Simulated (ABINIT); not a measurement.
## Beyond one shot: Diamond (Fd-3m, 2 atoms a cell)

The structure is cubic, space group Fd-3m (No. 227). Conventional cell: a = 3.567 Å, b = 3.567 Å, c = 3.567 Å, α = 90.00°, β = 90.00°, γ = 90.00°. Nearest to C lie 4 C at 1.54 Å.

```
C
1.0
     0.00000    1.78337    1.78337
     1.78337    0.00000    1.78337
     1.78337    1.78337    0.00000
C
2
Direct
  0.00000 0.00000 0.00000
  0.25000 0.25000 0.25000
```

| Item | Value |
| --- | --- |
| method | RPA screening on PBE from quasiparticle energies and orbitals, plane waves, norm-conserving pseudopotentials (and 4 further levels or steps) |
| program | ABINIT 10.8.3 |
| settings | cutoff 37 Ha, PseudoDojo scalar-relativistic 0.4.1 standard, norm-conserving, ngkpt (8, 8, 8), nband 56, ecuteps 8 Ha, gwcalctyp 27, nfreqre 1, inclvkb 2, shiftk (0, 0, 0), symchi 1, awtr 1, frequency static, cycle 4, q points all but q = 0, 8×8×8 k-mesh |
| cost | 13 runs, 15 min in all on 4 MPI ranks of Arm Neoverse V1, shared host |
| notes | The program’s warnings: nkpt*nsppol () is not a multiple of nproc spkpt (). The cell and positions come from the Crystallography Open Database and are kept as given unless a step says otherwise. |
| G0W0 | 5.424 eV |
| self-consistent COHSEX, cycle 1 | 6.328 eV |
| self-consistent COHSEX, cycle 2 | 6.651 eV |
| self-consistent COHSEX, cycle 3 | 6.705 eV |
| self-consistent COHSEX, cycle 4 | 6.713 eV |
| known limits | short of the basis limit |

Only the bands that the input lists are updated; the higher empty ones keep the functional's energies. Self-consistent COHSEX ends at 6.71 eV, +1.29 eV from G0W0, after 4 cycles that took 14 min beside the first screening; the last moved the gap by 0.008 eV.

[Long decimals in the printed logs are rounded to 6 places.]

[Logs are printed without paths, hosts, clocks, repeated set-up lines and the standing remarks that a program may print on its own settings, such as how far it seeks lower states.]

[Paths, hosts, dates, memory and timing lines, banners, echoed tables and standing remarks are left out of the program output; an Ansatz launch command may be rebuilt from the run's recorded settings. Measured values are a selection of at most five: reports struck by readers or far from the other reports are left out. None is set beside runs whose start may be inverted or whose files or cutoffs have a known fault.]

[Runs of the session that timed out or met a known fault of the program may be left out.]

[Hosts, paths, dates, database ids (printed as entryN), source tags and the programs' standing remarks are cut or masked in the printed files.]

[G0W0 gaps are taken among the corrected bands and points alone; a level outside them can change the order at an edge.]

[Where Ansatz stands beside ABINIT at settings called matched, ABINIT's density can come from a denser mesh and the files from another edition; pairs whose starting gaps differed by over 0.03 eV were left out, so agreement reads better than it is.]
